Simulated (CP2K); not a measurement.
Formamidine has these distinct N atoms: N1 (bonded to C and 2 H) and N3 (bonded to C and H).

```xyz
7

N     0.1945    0.7566   -0.4679
C    -0.0731   -0.5597   -0.1497
N    -0.5601   -1.0423    0.9357
H     0.2175    1.4424    0.2811
H     0.8039    0.9523   -1.2546
H     0.1348   -1.2483   -0.9795
H    -0.7174   -0.3009    1.6348
```

Their partial N K spectra (CP2K XAS_TDP, all-electron GAPW, PBEh(45%), aug-cc-pVTZ, TDA, GW2X-corrected core level, no relativity) are given in random order, each times the number of alike atoms.

Gaussian full width 0.5 eV, oscillator strength per eV, alike atoms added, rows of zeros left out:

| E (eV) | curve 1 | curve 2 |
| --- | --- | --- |
| 397.75 | 0.000 | 0.002 |
| 398.00 | 0.000 | 0.028 |
| 398.25 | 0.000 | 0.078 |
| 398.50 | 0.000 | 0.056 |
| 398.75 | 0.000 | 0.010 |
| 400.00 | 0.000 | 0.002 |
| 400.25 | 0.000 | 0.013 |
| 400.50 | 0.000 | 0.028 |
| 400.75 | 0.000 | 0.015 |
| 401.00 | 0.000 | 0.003 |
| 401.25 | 0.001 | 0.003 |
| 401.50 | 0.010 | 0.004 |
| 401.75 | 0.033 | 0.003 |
| 402.00 | 0.044 | 0.002 |
| 402.25 | 0.043 | 0.004 |
| 402.50 | 0.049 | 0.015 |
| 402.75 | 0.022 | 0.024 |
| 403.00 | 0.003 | 0.013 |
| 403.25 | 0.000 | 0.006 |
| 403.50 | 0.001 | 0.006 |
| 403.75 | 0.005 | 0.009 |
| 404.00 | 0.013 | 0.010 |
| 404.25 | 0.018 | 0.007 |
| 404.50 | 0.021 | 0.007 |
| 404.75 | 0.015 | 0.011 |
| 405.00 | 0.015 | 0.007 |
| 405.25 | 0.017 | 0.001 |
| 405.50 | 0.015 | 0.001 |
| 405.75 | 0.013 | 0.005 |
| 406.00 | 0.006 | 0.013 |
| 406.25 | 0.006 | 0.018 |
| 406.50 | 0.004 | 0.012 |
| 406.75 | 0.002 | 0.009 |
| 407.00 | 0.006 | 0.011 |
| 407.25 | 0.019 | 0.006 |
| 407.50 | 0.026 | 0.004 |
| 407.75 | 0.021 | 0.012 |
| 408.00 | 0.009 | 0.026 |
| 408.25 | 0.005 | 0.030 |
| 408.50 | 0.003 | 0.015 |
| 408.75 | 0.002 | 0.010 |
| 409.00 | 0.005 | 0.011 |
| 409.25 | 0.011 | 0.007 |
| 409.50 | 0.019 | 0.003 |
| 409.75 | 0.026 | 0.002 |

Question: Which curve belongs to which atom?

Curve 1: N1 (bonded to C and 2 H), leading line at 402.00 eV (f = 0.017 an atom), ionisation energy 404.80 eV, term value 2.80 eV. Curve 2: N3 (bonded to C and H), leading line at 398.31 eV (f = 0.044 an atom), ionisation energy 402.83 eV, term value 4.52 eV. The leading line of an atom is its first one with 35 % of the strongest within 2.5 eV of its lowest line over the strength cut. A line lies at the core ionisation energy, which rises as an atom loses charge to its neighbours or to a π system, less the term value, which is large for a low π* or σ* orbital with weight on that atom.

[Banner, clock and machine lines of the logs are left out without a mark of their own.]

[Logs are printed without paths, hosts, clocks, repeated set-up lines and the standing remarks that a program may print on its own settings, such as how far it seeks lower states.]

[Hosts, paths, dates, database ids (printed as entryN), source tags and the programs' standing remarks are cut or masked in the printed files.]
